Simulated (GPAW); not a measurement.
# Core-hole calculation of the O K edge in PbO (Litharge, P4/nmm), part 2 of 2

Aim: the near-edge shape at the O K edge of PbO (Litharge, P4/nmm), and what the core hole does to it.

GPAW 26.7.0; X-ray absorption from dipole matrix elements to empty bands, plane-wave PAW LDA.

So far. Step 2 (The field without a hole): The mesh shows a gap of 1.10 eV, so the hole is first treated in a charged cell, without the excited electron. Step 3 (Spectrum without a core hole, O atom 3): Main maxima below 24 eV (height): 2.1 eV (2.65), 4.3 eV (1.44), 6.1 eV (2.60) and 15.7 eV (1.20). A K edge sees empty p states on the absorber.

The database entry behind the starting cell differs from later determinations by our own check (an axis about 0.4 % long against later determinations), so it need not match the best structure at ambient conditions.

## Step 5: Spectrum with FCH, O atom 3

The holes are 5.6 Å apart. In GPAW the data set carries the hole's charge, so charge=0 means a charged cell and charge=-1 a neutral one. The excited electron is left out and a uniform background balances the charge. After the field has converged, empty bands are computed with the density fixed and the dipole matrix elements are summed.

File xas.py:

```python
import numpy as np
from ase import Atoms
from ase.parallel import parprint, paropen
from gpaw import GPAW, PW, FermiDirac, Mixer, MixerDif, setup_paths
from gpaw.test import gen
setup_paths.insert(0, '.')
gen('O', name='fch1s', xcname='LDA', corehole=(1, 0, 1), write_xml=True)
from gpaw.mpi import world
world.barrier()

atoms = Atoms('Pb4O4',
    cell=[[-3.99, 3.99, 0],
     [-3.99, -3.99, 0],
     [3.99, 0, 5.01]],
    scaled_positions=[[0.13, 0.13, 0.76],
     [0.63, 0.63, 0.76],
     [0.37, 0.87, 0.24],
     [0.87, 0.37, 0.24],
     [0, 0.5, 0],
     [0.5, 0, 0],
     [0, 0, 0],
     [0.5, 0.5, 0]],
    pbc=True)
atoms.calc = calc = GPAW(legacy_gpaw=True, mode=PW(500, force_complex_dtype=True), xc='LDA', setups={4: 'fch1s'},
    kpts={'size': (4, 4, 4), 'gamma': True}, occupations=FermiDirac(0.02),
    charge=0, mixer=Mixer(0.1, 5, 50), maxiter=150,
    convergence={'density': 0.0001, 'eigenstates': 1e-6}, txt='scf.txt')
energy = atoms.get_potential_energy() + calc.get_reference_energy()
ef = calc.get_fermi_level()
out = dict(energy=energy, fermi=ef, forces=atoms.get_forces().tolist())
parprint(f'all-electron energy {energy:.4f} eV, Fermi level {ef:.4f} eV')
ev = np.array([[calc.get_eigenvalues(k, s) for k in range(len(calc.get_ibz_k_points()))] for s in range(calc.get_number_of_spins())])
out['homo'], out['lumo'], out['counts'] = ev[ev < ef].max(), ev[ev > ef].min(), sorted(set((ev < ef).sum((0, 2)).tolist()))
out['filled'] = (ev[:, 0] < ef).sum(1).tolist()

from ase.units import Ha
from gpaw.xas import dipole_matrix_elements
nb = int(calc.get_number_of_electrons() / 2) + 98
top, nb = nb, nb + 8 + nb // 12
nscf = calc.fixed_density(kpts={'size': (5, 5, 5), 'gamma': True}, nbands=nb,
    convergence={'bands': top, 'eigenstates': 5e-3}, maxiter=60, txt='nscf.txt')
cell = atoms.cell.array
ops = [cell.T @ U.T @ np.linalg.inv(cell.T) for U in nscf.wfs.kd.symmetry.op_scc]
filled = [40]  # bands filled in the ground state, by spin
E = np.arange(-6, 34, 0.1)
fwhm = np.interp(E, [4, 25], [0.9, 3.5])
Y, X, zero, highest = 0, 0, 1e9, 1e9
for spin in range(nscf.get_number_of_spins()):
    wfs = nscf.wfs
    mine = wfs.bd.get_slice()  # this rank's bands
    A = dipole_matrix_elements(wfs.setups[4])
    eps = np.zeros((wfs.kd.nibzkpts, nb))
    d = np.zeros((3, A.shape[1], wfs.kd.nibzkpts, nb), complex)
    for kpt in wfs.kpt_u:
        if kpt.s == spin and 4 in kpt.P_ani:
            eps[kpt.k, mine] = kpt.eps_n * Ha
            d[:, :, kpt.k, mine] = (kpt.weight * wfs.nspins / 2) ** 0.5 * np.inner(A, kpt.P_ani[4])
    world.sum(eps)
    world.sum(d)
    T = np.einsum('amkn,bmkn->abkn', d, d.conj()).real
    T = sum(np.einsum('ai,ijkn,bj->abkn', R, T, R) for R in ops) / len(ops)
    empty = np.ones_like(eps, bool) & (np.arange(nb) >= filled[spin])
    zero, highest = min(zero, eps[empty].min()), min(highest, eps[:, top - 1].min())
    lines = [(eps, T, empty)] if spin == 0 else lines + [(eps, T, empty)]
for eps, T, empty in lines:
    f = np.einsum('aakn->akn', T).reshape(3, -1)
    x = eps.ravel() - zero
    w = np.interp(x, E, fwhm) / 2.35482
    g = np.exp(-0.5 * ((E[:, None] - x) / w) ** 2) / (w * (2 * np.pi) ** 0.5)
    Y = Y + (f * empty.ravel()) @ g.T
    X = X + (f * ~empty.ravel()) @ g.T
out.update(E=E.round(2).tolist(), xas=Y.tolist(), xes=X.tolist(), zero=zero, valid=highest - zero, nk=len(eps), nb=nb)
for i in range(0, len(E), 10):
    parprint(f'{E[i]:7.2f}', *(f'{v:10.3e}' for v in Y[:, i]))
import json
with paropen('out.json', 'w') as f:
    json.dump(out, f)
```

Command:

```
$ OMP_NUM_THREADS=1 mpirun -n 4 gpaw python xas.py
```

Numbers of over 12 decimals in the logs are rounded to 6 here.

The program printed:

```text
Input parameters:
  convergence: {density: 0.0001,
                eigenstates: 1e-06}
  kpts: {gamma: True,
         size: (4, 4, 4)}
  maxiter: 150
  mixer: {backend: pulay,
          beta: 0.1,
          method: separate,
          nmaxold: 5,
          weight: 50}
  mode: {ecut: 500.0,
         force_complex_dtype: True,
         name: pw}
  occupations: {fixmagmom: False,
                name: fermi-dirac,
                width: 0.02}
  setups: {4: fch1s}

Initialize ...

[... PAW data sets ...]

Reference energy: -2275444.700071  # eV

Spin-paired calculation

[... convergence settings ...]
Symmetries present (total): 4
  [... symmetry matrices ...]

64 k-points: 4 x 4 x 4 Monkhorst-Pack grid + [1/8,1/8,1/8]
18 k-points in the irreducible part of the Brillouin zone
       k-points in crystal coordinates                weights
   0:     0.00000000    0.00000000    0.00000000          1/64
   1:     0.00000000    0.00000000    0.25000000          2/64
   2:     0.00000000    0.00000000    0.50000000          1/64
   3:     0.00000000    0.25000000    0.00000000          4/64
   4:     0.00000000    0.25000000    0.50000000          4/64
   5:     0.00000000    0.50000000    0.25000000          2/64
   6:     0.00000000    0.50000000    0.50000000          2/64
   7:     0.25000000    0.00000000    0.00000000          4/64
   8:     0.25000000    0.00000000    0.50000000          4/64
   9:     0.25000000    0.25000000   -0.25000000          4/64
          ...
  17:     0.50000000    0.50000000    0.50000000          2/64

Wave functions: Plane wave expansion
  Cutoff energy: 500.000 eV
  Number of coefficients (min, max): 4026, 4091
  Pulay-stress correction: 0.000000 eV/Ang^3 (de/decut=0.000000)
  Using FFTW library
  Wavefunction extrapolation:
    Improved wavefunction reuse through dual PAW basis

Occupation numbers: Fermi-Dirac:
  width: 0.0200  # eV

Eigensolver
   Davidson(niter=2)

Densities:
  Coarse grid: 35*35*35 grid
  Fine grid: 70*70*70 grid
  Total Charge: 1.000000

Density mixing:
  Method: separate
  Backend: pulay
  Linear mixing parameter: 0.1
  old densities: 5
  Width of damping distribution: 1.1
  Damping of long wavelength oscillations: 50

[... Hamiltonian set-up ...]
Number of atoms: 8
Number of atomic orbitals: 52
Number of bands in calculation: 52
Number of valence electrons: 80
Bands to converge: occupied

... initialized

Initializing position-dependent things.

Density initialized from atomic densities
Creating initial wave functions:
  52 bands from LCAO basis set

              Pb       Pb

          Pb

               O
       PbO        O
            O

Atomic positions and initial magnetic moments

Positions:
   0 Pb     1.995000    0.000000    3.807600    ( 0.0000,  0.0000,  0.0000)
   1 Pb    -1.995000   -0.000000    3.807600    ( 0.0000,  0.0000,  0.0000)
   2 Pb    -3.990000   -1.995000    1.202400    ( 0.0000,  0.0000,  0.0000)
   3 Pb    -3.990000    1.995000    1.202400    ( 0.0000,  0.0000,  0.0000)
   4 O     -1.995000   -1.995000    0.000000    ( 0.0000,  0.0000,  0.0000)
   5 O     -1.995000    1.995000    0.000000    ( 0.0000,  0.0000,  0.0000)
   6 O      0.000000    0.000000    0.000000    ( 0.0000,  0.0000,  0.0000)
   7 O     -3.990000    0.000000    0.000000    ( 0.0000,  0.0000,  0.0000)

Unit cell:
           periodic     x           y           z      points  spacing
  1. axis:    yes   -3.990000    3.990000    0.000000    35     0.1405
  2. axis:    yes   -3.990000   -3.990000    0.000000    35     0.1405
  3. axis:    yes    3.990000    0.000000    5.010000    35     0.1431

  Lengths:   5.642712   5.642712   6.404701
  Angles:  116.136635 116.136635  90.000000

Effective grid spacing dv^(1/3) = 0.1550

iter:   1   -91.932692
iter:   2   -82.504975   -0.45  -0.96
iter:   3   -73.788532   -0.25  -1.08
iter:   4   -73.424373   -1.29  -1.36
iter:   5   -73.026574   -1.70  -1.43
iter:   6   -73.100727   -1.15  -1.53
iter:   7   -72.720479   -1.77  -1.80
iter:   8   -72.718754   -2.52  -2.50
iter:   9   -72.717735c  -3.36  -2.63
iter:  10   -72.717014c  -4.29  -2.93
iter:  11   -72.716793c  -4.78  -3.01
iter:  12   -72.716698c  -4.83  -3.10
iter:  13   -72.716582c  -4.92  -3.26
iter:  14   -72.716578c  -5.94  -3.69
iter:  15   -72.716570c  -6.02c -3.69
iter:  16   -72.716570c  -7.27c -3.92
iter:  17   -72.716569c  -6.92c -3.99
iter:  18   -72.716568c  -7.21c -4.44c

Converged after 18 iterations.

Dipole moment: (-0.000000, 0.000000, 0.000000) |e|*Ang

Energy contributions relative to reference atoms: (reference = -2275444.700071)

Kinetic:        +35.175060
Potential:      -56.000147
External:        +0.000000
XC:             -51.448994
Entropy (-ST):   -0.000000
Local:           -0.442487
SIC:             +0.000000
--------------------------
Free energy:    -72.716568
Extrapolated:   -72.716568

Showing only first 2 kpts
 Kpt  Band  Eigenvalues  Occupancy
  0    38      4.06639    2.00000
  0    39      4.87962    2.00000
  0    40      7.38451    0.00000
  0    41      8.11123    0.00000

  1    38      4.07762    2.00000
  1    39      4.58557    2.00000
  1    40      6.89570    0.00000
[...]
Fermi level: 5.52863

Gap: 1.308 eV
Transition (v -> c):
  (s=0, k=0, n=39, [0.00, 0.00, 0.00]) -> (s=0, k=2, n=40, [0.00, 0.00, 0.50])
Direct/indirect transitions are different
Direct gap: 2.048 eV
Transition at: (s=0, k=2, n=39, [0.00, 0.00, 0.50])

Forces in eV/Ang:
  0 Pb   -0.00000    1.37756    0.19930
  1 Pb    0.00000   -1.37756    0.19930
  2 Pb   -1.37756    0.00000   -0.19930
  3 Pb    1.37756   -0.00000   -0.19930
  4 O     0.00000   -0.00000    0.00000
  5 O     0.00000    0.00000    0.00000
  6 O     0.00000    0.00000    0.00000
  7 O     0.00000   -0.00000    0.00000
Scalar-relativistic atomic LDA calculation for O (Oxygen, Z=8)
Core hole in 1s state (1s occupation: 1.0)
300 radial gridpoints.
|------------------------------------------------|
|------------------------------------------------|
[... the atom generator's iteration count ...]

Energy contributions:
-------------------------
Kinetic:      +54.046737
XC:            -5.876031
Potential:   -102.458324
-------------------------
Total:        -54.287618

state      eigenvalue         ekin         rmax
-----------------------------------------------
1s^1.0 :   -21.731873    30.611423        0.127
2s^2.0 :    -1.594915     4.066245        0.801
2p^4.0 :    -1.067100     3.825706        0.682
-----------------------------------------------
(units: Bohr and Hartree)

Generating PAW setup
Kinetic energy of the core from tauc = 30.636371
Cutoffs:
rc(s)=1.300
rc(p)=1.130
rc(d)=1.170
rc(vbar)=1.300
rc(comp)=1.260
rc(nct)=1.300

Kinetic energy of the core states: 30.611423
Charge: 1.0
Core electrons: 1.0
Valence electrons: 6.0
Pseudo-core charge: 0.000198
Shape function alpha=6.299
Pseudo-electron charge 5.280306
state    eigenvalue         norm
--------------------------------
2s(2) :    -1.594915     1.065643
*s    :    -0.594915
2p(4) :    -1.067100     0.787205
*p    :    -0.067100
*d    :     0.000000
--------------------------------

Diagonalizing with gridspacing h=0.050

state   all-electron     PAW
-------------------------------
2s:      -1.594915    -1.596334
2p:      -1.067100    -1.073375
*d:                   -0.060686
*f:                   -0.013559
-------------------------------
<dir> UserWarning: Initial realspace grid (30,30,35) inconsistent with symmetries.
  warnings.warn(
<dir> UserWarning: Using symmetrized grid: (35,35,35).

  warnings.warn('Using symmetrized grid: ({},{},{}).\n'.format(*N_c))
<dir> UserWarning: Initial realspace grid (30,30,35) inconsistent with symmetries.
  warnings.warn(
<dir> UserWarning: Initial realspace grid (30,30,35) inconsistent with symmetries.
  warnings.warn(
<dir> UserWarning: Using symmetrized grid: (35,35,35).

  warnings.warn('Using symmetrized grid: ({},{},{}).\n'.format(*N_c))
<dir> UserWarning: Using symmetrized grid: (35,35,35).

  warnings.warn('Using symmetrized grid: ({},{},{}).\n'.format(*N_c))
<dir> UserWarning: Initial realspace grid (30,30,35) inconsistent with symmetries.
  warnings.warn(
<dir> UserWarning: Using symmetrized grid: (35,35,35).

  warnings.warn('Using symmetrized grid: ({},{},{}).\n'.format(*N_c))
all-electron energy -2275517.4166 eV, Fermi level 5.5286 eV
[...]
31.00  6.157e-05  6.157e-05  4.091e-05
  32.00  5.551e-05  5.551e-05  3.836e-05
  33.00  5.072e-05  5.072e-05  4.088e-05
```

The job ended after 61 s (4 MPI ranks of Intel Xeon 6975P-C (Granite Rapids), shared host; peak memory 0.41 GiB).

The O K spectrum, O atom 3, full core hole (charged cell) (energy from the lowest empty level; intensity scaled to a mean of 1 over the first 20 eV; polarised curves are means over the symmetry-equivalent atoms):

```
E (eV)  isotropic  ε ⊥ c  ε ∥ c
  -2.0       0.00   0.00   0.00
  -1.0       0.00   0.00   0.00
   0.0       0.03   0.04   0.02
   1.0       1.11   1.01   1.32
   2.0       2.23   2.27   2.14
   3.0       0.92   1.00   0.78
   4.0       1.57   1.72   1.28
   5.0       1.73   1.69   1.83
   6.0       1.98   2.01   1.91
   7.0       0.60   0.67   0.47
   8.0       0.37   0.37   0.37
   9.0       0.35   0.40   0.25
  10.0       0.38   0.46   0.24
  11.0       0.71   0.82   0.50
  12.0       0.93   0.97   0.84
  13.0       0.96   0.99   0.91
  14.0       1.20   1.26   1.07
  15.0       1.38   1.36   1.41
  16.0       1.21   1.10   1.42
  17.0       0.85   0.76   1.05
  18.0       0.57   0.52   0.67
  19.0       0.52   0.50   0.57
  20.0       0.62   0.58   0.70
  21.0       0.70   0.63   0.84
  22.0       0.75   0.66   0.94
  23.0       0.81   0.69   1.05
  24.0       0.88   0.76   1.12
  25.0       0.95   0.90   1.06
  26.0       1.06   1.10   0.98
  27.0       1.18   1.28   0.97
  28.0       1.22   1.34   0.98
  29.0       1.15   1.27   0.92
  30.0       1.03   1.14   0.79
  31.0       0.91   1.02   0.68
  32.0       0.83   0.92   0.64
```

Main maxima below 24 eV (height): 1.7 eV (2.43), 4.3 eV (1.72), 5.6 eV (2.20) and 15.0 eV (1.38). 

The hole costs E(hole) − E(ground) = 526.99 eV, and the lowest empty level of the hole cell on the spectrum's mesh lies at 6.32 eV, which puts the zero at 533.31 eV. One term is added: -8.83 eV, since the hole is spin-paired here and a spin-polarised one costs that much less in the free atom (computed apart). The photon energy is then 524.48 eV. The functional and the charged cell's background leave an error in such absolute values: in the free atom LDA prices this hole 4.1 eV below PBE (computed apart), and PBE is itself good to a few eV.

## Step 6: With and without the hole

Both curves are counted from their own zero, so only the shift of weight within the empty states shows.

```
E (eV)  no hole   FCH
  -2.0     0.00  0.00
  -1.0     0.00  0.00
   0.0     0.02  0.03
   1.0     0.59  1.11
   2.0     2.62  2.23
   3.0     1.26  0.92
   4.0     1.34  1.57
   5.0     1.43  1.73
   6.0     2.60  1.98
   7.0     1.31  0.60
   8.0     0.60  0.37
   9.0     0.38  0.35
  10.0     0.30  0.38
  11.0     0.59  0.71
  12.0     0.78  0.93
  13.0     0.74  0.96
  14.0     0.86  1.20
  15.0     1.12  1.38
  16.0     1.18  1.21
  17.0     0.93  0.85
  18.0     0.61  0.57
  19.0     0.47  0.52
  20.0     0.50  0.62
  21.0     0.55  0.70
  22.0     0.58  0.75
  23.0     0.60  0.81
  24.0     0.64  0.88
  25.0     0.69  0.95
  26.0     0.76  1.06
  27.0     0.86  1.18
  28.0     0.94  1.22
  29.0     0.96  1.15
  30.0     0.91  1.03
  31.0     0.84  0.91
  32.0     0.76  0.83
```

With each curve scaled to its own mean, the area from −2 to 6 eV with the hole is 8.7 against 8.5, and the centre of weight from −1 to 20 eV moves by +0.3 eV (first and strongest maxima below 20 eV: 2.1 eV (2.65), 4.3 eV (1.44) and 6.1 eV (2.60) without the hole, 1.7 eV (2.43), 4.3 eV (1.72) and 5.6 eV (2.20) with it); the shape changes all the same, by 29 % r.m.s.

## Step 7: Results

```
absorber and edge                               : O K, atom 3 of the ground-state input (counted from 1)
surroundings                                    : 4 Pb at 2.33 Å (tetrahedral, site symmetry -4m2)
highest intensity below 16 eV                   : 1.7 eV above the zero, height 2.43
photon energy of the zero, with the added terms : 524.5 eV (raw 533.3 eV; LDA puts this hole about 4 eV below PBE, itself good to a few eV)
```

**Reading.** The O K edge of atom 3, with 4 Pb at 2.33 Å (tetrahedral, site symmetry -4m2), has its highest intensity of the first 16 eV at 1.7 eV above the zero, near 526 eV in photon energy (LDA puts this hole about 4 eV below PBE, itself good to a few eV), 2.4 times the mean level of the first 20 eV (Gaussian full width 0.9 eV up to 4 eV, rising linearly to 3.5 eV at 25 eV). With each curve scaled to its own mean, the area from −2 to 6 eV with the hole is 8.7 against 8.5, and the centre of weight from −1 to 20 eV moves by +0.3 eV (first and strongest maxima below 20 eV: 2.1 eV (2.65), 4.3 eV (1.44) and 6.1 eV (2.60) without the hole, 1.7 eV (2.43), 4.3 eV (1.72) and 5.6 eV (2.20) with it); the shape changes all the same, by 29 % r.m.s. At the O K edge of atom 3 polarisation matters most near 1.5 eV, where the curves differ by 0.7 on this scale. The holes are only 5.6 Å apart, so the shape is probably not converged with cell size; no larger cell was run here. The mesh is coarse (0.26 Å⁻¹ between points), so small maxima may be mesh ripples. The structure is a published determination, not relaxed.

[Banner, clock and machine lines of the logs are left out without a mark of their own.]

[Logs are printed without paths, hosts, clocks, repeated set-up lines and the standing remarks that a program may print on its own settings, such as how far it seeks lower states.]

[Hosts, paths, dates, database ids (printed as entryN), source tags and the programs' standing remarks are cut or masked in the printed files.]

[Lists of maxima count a maximum above −3 eV only where it reaches 4 % of the highest in the window and stands out from its surroundings by 2 % of it (1.5 % where it reaches 55 %); shoulders and weaker maxima are passed over, and of the rest the first, up to two pre-edge ones and the few strongest are named.]
